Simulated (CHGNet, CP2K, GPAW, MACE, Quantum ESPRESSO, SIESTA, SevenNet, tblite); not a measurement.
# TiO2(110) slab (48 atoms) in CP2K, part 3 of 3

How do the settings of CP2K change the result for TiO2(110) slab (48 atoms)? A plane-wave run serves as the yardstick.

Program: CP2K 2026.2; the method stands at each step. Banners, paths, timers and routine set-up lines are dropped from the logs unmarked, and long logs keep their key lines alone; longer cuts are marked.

So far. Step 7 (PBE, DZVP-MOLOPT-SR, 280/50 Ry, diagonalisation): Against the first run (1.8 %), the force difference from the reference is 5.5 %, at 0.67 times the CPU time (on 2 against 4 cores): the grid matters here.

### 8. PBE, DZVP-MOLOPT-SR, 800/30 Ry, diagonalisation

Method: Kohn-Sham DFT, PBE, GTH-PBE pseudopotentials, Gaussian and plane waves, DZVP-MOLOPT-SR-GTH, diagonalisation.

input.inp reads:

```
&GLOBAL
  PROJECT cell
  RUN_TYPE ENERGY_FORCE
  PRINT_LEVEL LOW
&END GLOBAL
&FORCE_EVAL
  METHOD QS
  &DFT
    BASIS_SET_FILE_NAME BASIS_MOLOPT
    POTENTIAL_FILE_NAME GTH_POTENTIALS
    &MGRID
      CUTOFF 800
      REL_CUTOFF 30
      NGRIDS 5
    &END MGRID
    &QS
      EPS_DEFAULT 1.0E-12
    &END QS
    &SCF
      SCF_GUESS ATOMIC
      EPS_SCF 5.0E-06
      MAX_SCF 200
      ADDED_MOS 14
      &DIAGONALIZATION
        ALGORITHM STANDARD
      &END DIAGONALIZATION
      &SMEAR ON
        METHOD FERMI_DIRAC
        ELECTRONIC_TEMPERATURE [K] 580
      &END SMEAR
      &MIXING
        METHOD BROYDEN_MIXING
        ALPHA 0.2
        NBROYDEN 12
        BETA 0.05
      &END MIXING
      &PRINT
        &RESTART OFF
        &END RESTART
      &END PRINT
    &END SCF
    &XC
      &XC_FUNCTIONAL PBE
      &END XC_FUNCTIONAL
    &END XC
    &PRINT
      &MULLIKEN ON
      &END MULLIKEN
      &HIRSHFELD ON
        SHAPE_FUNCTION DENSITY
      &END HIRSHFELD
      &MO ON
        EIGENVALUES T
        OCCUPATION_NUMBERS T
        MO_INDEX_RANGE 181 204
        &EACH
          QS_SCF 0
        &END EACH
        ADD_LAST NUMERIC
      &END MO
    &END PRINT
  &END DFT
  &SUBSYS
    &CELL
      A 5.91800 0.00000 0.00000
      B 0.00000 6.49690 0.00000
      C 0.00000 0.00000 24.27914
    &END CELL
    &COORD
[... 48 atom lines left out: the same atoms as in the first run ...]
    &END COORD
    &KIND Ti
      BASIS_SET DZVP-MOLOPT-SR-GTH-q12
      POTENTIAL GTH-PBE-q12
    &END KIND
    &KIND O
      BASIS_SET DZVP-MOLOPT-SR-GTH-q6
      POTENTIAL GTH-PBE-q6
    &END KIND
  &END SUBSYS
  &PRINT
    &FORCES ON
    &END FORCES
  &END PRINT
&END FORCE_EVAL
```

Run with:

```
> OMP_NUM_THREADS=1 mpirun -np 4 cp2k.psmp -i input.inp > output.txt
```

Numbers of over 12 decimals in the logs are rounded to 6 here.

What it wrote:

```text
CP2K| version string:                                       CP2K version 2026.2
 CP2K| Input file name                                                 input.inp
 GLOBAL| Basis set file name                                        BASIS_MOLOPT
 GLOBAL| Potential file name                                      GTH_POTENTIALS
 GLOBAL| Run type                                                   ENERGY_FORCE
 GLOBAL| Total number of message passing processes                             4
 GLOBAL| Number of threads for this process                                    1
[... lines left out ...]
                        Smear method:                                FERMI_DIRAC
[... lines left out ...]
 Number of electrons:                                                        384
[... lines left out ...]
  Step     Update method      Time    Convergence         Total energy    Change
[... lines left out ...]
  *** SCF run converged in    41 steps ***
[... lines left out ...]
  Fermi energy:                                                 0.057115
  Total energy:                                             -1446.677484
  Total energy (extrapolated to T->0):                      -1446.676644
[... lines left out ...]
 MO| E(Fermi):            0.057115 a.u.          1.554168 eV
[... lines left out ...]
                           Hirshfeld Charges
  #Atom  Element  Kind  Ref Charge     Population                    Net charge
      1       Ti     1      12.000         11.306                         0.694
      2       Ti     1      12.000         11.498                         0.502
      3       O      2       6.000          6.332                        -0.332
[...]
47       O      2       6.000          6.282                        -0.282
     48       O      2       6.000          6.288                        -0.288
  Total Charge                                                            0.000
 !-----------------------------------------------------------------------------!
 ENERGY| Total FORCE_EVAL ( QS ) energy [hartree]          -1446.677555
 FORCES| Atomic forces [hartree/bohr]
 FORCES|   Atom     x               y               z               |f|
 FORCES|      1  2.40655457E-02 -2.31543080E-02  5.76933704E-02   6.66618140E-02
 FORCES|      2  4.60921386E-02  1.08853631E-02 -1.18007137E-01   1.27156049E-01
 FORCES|      3 -2.29388091E-02 -1.78409124E-03  5.10788252E-02   5.60215881E-02
[...]
FORCES|     47  1.35559144E-03  4.80052241E-02  3.12014028E-03   4.81256111E-02
 FORCES|     48 -8.20724360E-03 -8.80279014E-03  1.07852403E-03   1.20835084E-02
 FORCES| Sum    -2.20511074E-04  9.30123810E-05  3.47358439E-04
 FORCES| Total atomic force                                       4.21822619E-04
```

Run time: 2.1 min. Hardware: 4 MPI ranks of Arm Neoverse V1, shared host; peak memory 5.6 GiB.

Against the reference:

```
r.m.s. force component                          : 1.847 eV/Å
r.m.s. difference of force components           : 32.1 meV/Å
longest difference of force vectors             : 138.3 meV/Å
force difference over r.m.s. force              : 1.761 %
slope of forces against the reference's         : 1.014
correlation of force components                 : 0.9999
energy less the same-level run's                : -1.364 meV/atom
r.m.s. force difference from the same-level run : 8.965 meV/Å
```

This is a coarse setting, run to see what it loses.

Against the first run (1.8 %), the force difference from the reference is 1.8 %, at 0.79 times the CPU time: the change moves forces by 9.0 meV/Å r.m.s., so most of the difference comes from elsewhere.

### 9. Side by side

Differences are against the plane-wave reference, forces as r.m.s. over components; share is that over the reference's r.m.s. force, slope the least-squares factor from reference forces to these. Total energies of different programs have different zeros and aren't compared.

```csv
run,"Δ force, r.m.s. (meV/Å)",share (%),slope,cores,CPU time,memory (GiB)
reference,-,-,-,4,9.6 min,2.6
"CP2K PBE, DZVP-MOLOPT-SR, 800/50 Ry, diagonalisation",32.3,1.77,1.014,4,11 min,5.6
"CP2K PBE, SZV-MOLOPT-SR, 800/50 Ry, diagonalisation (coarse)",405,22.2,1.064,2,5.6 min,4.5
"CP2K PBE, TZVP-MOLOPT (SR for Ti), 800/50 Ry, diagonalisation",29.3,1.61,1.006,4,16 min,5.8
"CP2K PBE+D3(BJ), DZVP-MOLOPT-SR, 800/50 Ry, diagonalisation",44.6,2.45,1.009,4,11 min,5.7
"CP2K PBE, DZVP-MOLOPT-SR, 400/50 Ry, diagonalisation (coarse)",89.7,4.92,1.015,2,7.7 min,1.6
"CP2K PBE, DZVP-MOLOPT-SR, 280/50 Ry, diagonalisation (coarse)",100,5.49,1.014,2,7.2 min,1.2
"CP2K PBE, DZVP-MOLOPT-SR, 800/30 Ry, diagonalisation (coarse)",32.1,1.76,1.014,4,8.6 min,5.6
```

Rows marked coarse were listed beforehand as settings not expected to be converged; some can still land near the reference.

CPU time is summed over cores on a shared host, where runs went side by side, so it is rough. Symmetry, cutoffs, thresholds, outputs and thread counts weren't matched or tuned between programs; memory under MPI is the largest rank's times the ranks.

Mean charges by element (e), by run and scheme:

```csv
run,scheme,Ti,O
"CP2K PBE, DZVP-MOLOPT-SR, 800/50 Ry, diagonalisation",Mulliken,+1.11,-0.55
"CP2K PBE, DZVP-MOLOPT-SR, 800/50 Ry, diagonalisation",Hirshfeld,+0.59,-0.30
"CP2K PBE, TZVP-MOLOPT (SR for Ti), 800/50 Ry, diagonalisation",Mulliken,+0.47,-0.23
"CP2K PBE, TZVP-MOLOPT (SR for Ti), 800/50 Ry, diagonalisation",Hirshfeld,+0.60,-0.30
"CP2K PBE+D3(BJ), DZVP-MOLOPT-SR, 800/50 Ry, diagonalisation",Mulliken,+1.11,-0.55
"CP2K PBE+D3(BJ), DZVP-MOLOPT-SR, 800/50 Ry, diagonalisation",Hirshfeld,+0.59,-0.30
```

Within one program, basis, potentials and functional, energies share a zero. Each run against its twin at the usual cutoff or grid and solver:

```csv
run,twin,Δ energy (meV/atom),"Δ force, r.m.s. (meV/Å)",CPU time over the twin's
"CP2K PBE, DZVP-MOLOPT-SR, 400/50 Ry, diagonalisation","DZVP-MOLOPT-SR, 800/50 Ry, diagonalisation",-0.46,82.5,0.71 (this twin ran on 4 cores)
"CP2K PBE, DZVP-MOLOPT-SR, 280/50 Ry, diagonalisation","DZVP-MOLOPT-SR, 800/50 Ry, diagonalisation",-2.54,94.7,0.67 (this twin ran on 4 cores)
"CP2K PBE, DZVP-MOLOPT-SR, 800/30 Ry, diagonalisation","DZVP-MOLOPT-SR, 800/50 Ry, diagonalisation",-1.36,8.96,0.79
```

### 10. What came out

```
nearest in forces : CP2K PBE, TZVP-MOLOPT (SR for Ti), 800/50 Ry, diagonalisation, 1.6 %
its CPU time      : 16 min
```

In words: The PBE runs in local orbitals, coarse settings apart, differ by 1.6 % (CP2K PBE, TZVP-MOLOPT (SR for Ti), 800/50 Ry, diagonalisation) to 1.8 % (CP2K PBE, DZVP-MOLOPT-SR, 800/50 Ry, diagonalisation); basis, grid and potentials can all enter. Rows with another functional or a dispersion term differ by 2.4 % (CP2K PBE+D3(BJ), DZVP-MOLOPT-SR, 800/50 Ry, diagonalisation), which mixes the change of model with differences of basis and potentials. Runs with settings chosen to be coarse differ by 1.8 % (CP2K PBE, DZVP-MOLOPT-SR, 800/30 Ry, diagonalisation) to 22 % (CP2K PBE, SZV-MOLOPT-SR, 800/50 Ry, diagonalisation), their programs' other errors included. None of the electronic-structure runs in the table takes under half the reference's CPU time of 9.6 min; they take 0.59 to 1.7 times as much. Charges hang on scheme and program or settings: among these rows the mean for Ti runs from +0.47 to +1.11 e. The cell is under 6 Å thick along one periodic direction, so every atom has periodic images of itself close by, which move with it and show among its neighbours and in g(r). The runs have no spin polarisation, so any moments at edges, vacancies or dangling bonds can't form. The electronic-structure runs sample only Γ, in a cell whose shortest periodic width is 6 Å.

[Also dropped from logs without a mark: logging warnings of Python, and SIESTA's first energy breakdown and zero terms.]

[Logs are printed without paths, hosts, clocks, repeated set-up lines and the standing remarks that a program may print on its own settings, such as how far it seeks lower states.]

[Hosts, paths, dates, database ids (printed as entryN), source tags and the programs' standing remarks are cut or masked in the printed files.]
